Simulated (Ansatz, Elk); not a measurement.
# KLiIBr: X-ray structure factors from the self-consistent density

The structure of KLiIBr used here is made up (a known structure type with other elements) and was relaxed beforehand with PBEsol. The aim is the Fourier transform of its all-electron density, F(hkl), set beside the sum over free spherical atoms that refinements use.

Calculated with Elk 11.2.3 (patched build); DFT, PBE, all-electron APW+lo, Dirac cores, scalar-relativistic bands, static density, no spin.

This account leaves out most program logs.

The structure was built from a prototype and need not be the compound's stable phase.

**1. The structure**

The structure is tetragonal, space group P4/mmm (No. 123). Conventional cell: a = 4.394 Å, b = 4.394 Å, c = 6.632 Å, α = 90.00°, β = 90.00°, γ = 90.00°. Nearest to I lie 4 Li at 3.11 Å and 2 K at 3.32 Å. Nearest to Br lie 4 K at 3.11 Å. K has 4 Br at 3.11 Å and 2 I at 3.32 Å nearest. Nearest to Li lie 4 I at 3.11 Å. Farther neighbours and most contacts between anions are not listed.

Structure file:

```cif
data_structure
_symmetry_space_group_name_H-M 'P 1'
_symmetry_Int_Tables_number 1
_cell_length_a 4.3945
_cell_length_b 4.3945
_cell_length_c 6.6325
_cell_angle_alpha 90.000
_cell_angle_beta 90.000
_cell_angle_gamma 90.000
_cell_volume 128.08
loop_
_atom_site_label
_atom_site_type_symbol
_atom_site_fract_x
_atom_site_fract_y
_atom_site_fract_z
_atom_site_occupancy
I1 I 0.50000 0.50000 0.00000 1
Br2 Br 0.00000 0.00000 0.50000 1
K3 K 0.50000 0.50000 0.50000 1
Li4 Li 0.00000 0.00000 0.00000 1
```

**2. Ground state and structure factors**

An all-electron density is needed, since X-rays see the cores too. Task 0 finds the density and task 195 Fourier-transforms it; tshift is off so that phases refer to the origin typed.

Input file elk.in:

```
tasks
  0
  195

xctype
  20

spinpol
  .false.

rgkmax
  7.0

gmaxvr
  14.0

lmaxo
  7

lmaxapw
  8

swidth
  0.002

tshift
  .false.

ramdisk
  .false.

hmaxvr
  5.5

maxscl
  120

epspot
  1e-06

sppath
  './'

avec
  8.30432952674 0.00000000000 -0.00000000000
  0.00000000000 8.30432952674 -0.00000000000
  -0.00000000000 -0.00000000000 12.53354302016

atoms
  4
  'I.in'
  1
  0.5000000000 0.5000000000 0.0000000000   0.000000 0.000000 0.000000
  'Br.in'
  1
  -0.0000000000 -0.0000000000 0.5000000000   0.000000 0.000000 0.000000
  'K.in'
  1
  0.5000000000 0.5000000000 0.5000000000   0.000000 0.000000 0.000000
  'Li.in'
  1
  0.0000000000 -0.0000000000 -0.0000000000   0.000000 0.000000 0.000000

ngridk
  5 5 4
```

The run is started by

```sh
OMP_NUM_THREADS=4 elk
```

The job ended after 32 s (4 threads of Arm Neoverse V1, shared host; peak memory 0.2 GiB; 64 s of CPU time).

SFACRHO.OUT:

```text

h k l indices transformed by vhmat matrix:
   1.000000000       0.000000000       0.000000000    
   0.000000000       1.000000000       0.000000000    
   0.000000000       0.000000000       1.000000000    

      h      k      l  multipl.   |H|            Re(F)            Im(F)           |F|

      0      0      0      1   0.0000000       110.00000      0.94880309E-17   110.00000    
      0      0      1      2  0.50130959       1.9685982      0.26259846E-13   1.9685982    
      0      1      0      4  0.75661560      -30.650395      0.71193937E-14   30.650395    
     -1      0     -1      8  0.90762243      -60.089518     -0.17754004E-13   60.089518    
      0      0      2      2   1.0026192       93.165143     -0.48924172E-13   93.165143    
      1      1      0      4   1.0700160       91.520960     -0.14435890E-13   91.520960    
      1      1     -1      8   1.1816284       2.3415824     -0.31231720E-13   2.3415824    
      0     -1      2      8   1.2560702      -27.070387     -0.22690544E-13   27.070387    
      1      1      2      8   1.4663491       82.689564     -0.47651734E-13   82.689564    
      0      0     -3      2   1.5039288       2.7659936     -0.83387891E-13   2.7659936    
     -2      0      0      4   1.5132312       81.701709      0.13042677E-13   81.701709    
      2      0     -1      8   1.5941079       2.9165263     -0.28687953E-13   2.9165263    
     -1      0      3      8   1.6835287      -50.769588      0.25541791E-13   50.769588    
     -1     -2      0      8   1.6918439      -24.212137     -0.18564740E-13   24.212137    
      1      2     -1     16   1.7645530      -49.998478     -0.25925725E-14   49.998478    
      0      2     -2      8   1.8152449       75.972588      0.27573261E-13   75.972588    
      1      1     -3      8   1.8457346       3.2019605     -0.84179257E-13   3.2019605    
     -1      2      2     16   1.9666167      -22.503039     -0.18422342E-13   22.503039
```

Elk indexes on the primitive cell of elk.in and gives |H| = 4π sin θ/λ in inverse bohr. Below, one row stands for each form hkl of the conventional cell (m members, Friedel mates merged), F is for one primitive cell and the density is static (no thermal factor). Free-atom factors are Waasmaier and Kirfel's, and R is Σm||F|−|F'||/Σm|F|.

```
hkl   m  sin θ/λ (Å⁻¹)  abs F, DFT  neutral atoms   diff.    ions   diff.
001   2          0.075       1.969          2.161  -0.193   1.832  +0.137
100   4          0.114      30.650         30.605  +0.046  30.689  -0.038
101   8          0.137      60.090         59.779  +0.310  59.996  +0.094
002   2          0.151      93.165         92.828  +0.337  92.900  +0.265
110   4          0.161      91.521         91.288  +0.233  91.321  +0.200
111   8          0.178       2.342          2.438  -0.096   2.348  -0.006
102   8          0.189      27.070         27.106  -0.036  27.091  -0.021
112   8          0.221      82.690         82.713  -0.024  82.641  +0.049
003   2          0.226       2.766          2.833  -0.067   2.823  -0.057
200   4          0.228      81.702         81.770  -0.069  81.696  +0.006
201   8          0.240       2.917          2.945  -0.029   2.947  -0.031
103   8          0.253      50.770         50.887  -0.117  50.755  +0.015
210   8          0.254      24.212         24.120  +0.092  24.103  +0.109
211  16          0.265      49.998         50.115  -0.117  49.999  -0.000
```

The ions are K+, Li+, I− and Br−, by formal charge.

**3. The highest occupied states alone**

An energy window below the Fermi level keeps the highest occupied states, to see at which angles they scatter; shallow core shells can lie inside it and anion s states outside. No new self-consistency is needed.

elk.in: that of step 2 with these lines changed.

```diff
@@ -1,3 +1,2 @@
 tasks
-  0
   195
@@ -40,2 +39,5 @@
 
+wsfac
+  -0.309520 0.357970
+
 sppath
```

The run is started by

```sh
OMP_NUM_THREADS=4 elk
```

Elapsed: 18 s, on 4 threads; peak memory 0.16 GiB; 20 s of CPU time.

States within 10 eV below the Fermi level hold 12.00 electrons; any levels below the window count with the cores. Their amplitudes can exceed the total, where window and core parts have opposite phase:

```csv
hkl,sin θ/λ (Å⁻¹),"abs F, window","abs F, all"
001,0.075,0.314,1.969
100,0.114,0.626,30.650
101,0.137,4.572,60.090
002,0.151,4.015,93.165
110,0.161,3.412,91.521
111,0.178,0.766,2.342
102,0.189,0.635,27.070
112,0.221,0.987,82.690
003,0.226,0.659,2.766
200,0.228,0.777,81.702
```

**4. Another functional**

The difference from free atoms is small, so it is set against the change that PBEsol makes.

elk.in: that of step 3 with these lines changed.

```diff
@@ -1,2 +1,3 @@
 tasks
+  0
   195
@@ -4,3 +5,3 @@
 xctype
-  20
+  22
 
@@ -39,5 +40,2 @@
 
-wsfac
-  -0.309520 0.357970
-
 sppath
```

The run is started by

```sh
OMP_NUM_THREADS=4 elk
```

Elapsed: 32 s, on 4 threads; peak memory 0.2 GiB; 64 s of CPU time.

Against the first run R = 0.03 %; the largest change is -0.032 at 002.

**5. A coarser k-mesh**

About half the k-points along each axis test the sampling.

elk.in: that of step 4 with these lines changed.

```diff
@@ -5,3 +5,3 @@
 xctype
-  22
+  20
 
@@ -64,2 +64,2 @@
 ngridk
-  5 5 4
+  2 2 2
```

The run is started by

```sh
OMP_NUM_THREADS=4 elk
```

The job ended after 26 s (4 threads; peak memory 0.2 GiB; 41 s of CPU time).

Against the first run R = 0.01 %; the largest change is +0.037 at 110.

**6. Basis size**

The basis and the expansions that go with it are enlarged, to see whether the differences are converged.

elk.in: that of step 5 with these lines changed.

```diff
@@ -11,12 +11,12 @@
 rgkmax
-  7.0
+  8.5
 
 gmaxvr
-  14.0
+  18.0
 
 lmaxo
-  7
+  9
 
 lmaxapw
-  8
+  10
 
@@ -64,2 +64,2 @@
 ngridk
-  2 2 2
+  5 5 4
```

The run is started by

```sh
OMP_NUM_THREADS=4 elk
```

It took 81 s on 4 threads; peak memory 0.44 GiB.

Against the first run R = 0.00 %; the largest change is -0.004 at 402.

**7. Settings against the effect**

```csv
run,R against the first run (%),"R against neutral atoms, low angle (%)",wall time
"PBE, rgkmax 7",0.00,0.25,32 s
PBEsol,0.03,0.24,32 s
k-mesh 2×2×2,0.01,0.27,26 s
rgkmax 8.5 with larger expansions,0.00,0.25,81 s
```

**8. What came out**

```json
{"R against neutral atoms, sin θ/λ < 0.3 Å⁻¹": "0.25 %", "R against neutral atoms, 0.3 to 0.71 Å⁻¹": "0.16 %", "R against ions, below 0.3 Å⁻¹": "0.13 %"}
```

Independent neutral atoms miss the calculated amplitudes by R = 0.25 % below 0.3 Å⁻¹ and 0.16 % from there to 0.71 Å⁻¹; by shells, 0.50 % below 0.15 Å⁻¹ (3 forms), 0.22 % 0.15 to 0.3 (14 forms), 0.16 % 0.3 to 0.45 (27 forms), 0.16 % above 0.45 (105 forms). Bonding, aspherical density and the tables' own atoms all enter these figures, and the runs don't part them. The largest change of an amplitude is +0.34 electrons, at 002. Formal ions give R = 0.13 % at low angle, nearer than neutral atoms. The window's part falls from 12.0 electrons at the origin to at most 0.20 between 0.45 and 0.71 Å⁻¹. Below 0.3 Å⁻¹ the changes that finished (PBEsol, k-mesh 2×2×2 and rgkmax 8.5 with larger expansions) move F by R = 0.03 % at most, against the 0.25 % that separates it from free atoms. Part of the difference isn't bonding: the tables are fits to free atoms and ions calculated by other methods than this functional. Thermal motion, anomalous dispersion and extinction are left out.

[Logs are printed without paths, hosts, clocks, repeated set-up lines and the standing remarks that a program may print on its own settings, such as how far it seeks lower states.]

[Hosts, paths, dates, database ids (printed as entryN), source tags and the programs' standing remarks are cut or masked in the printed files.]
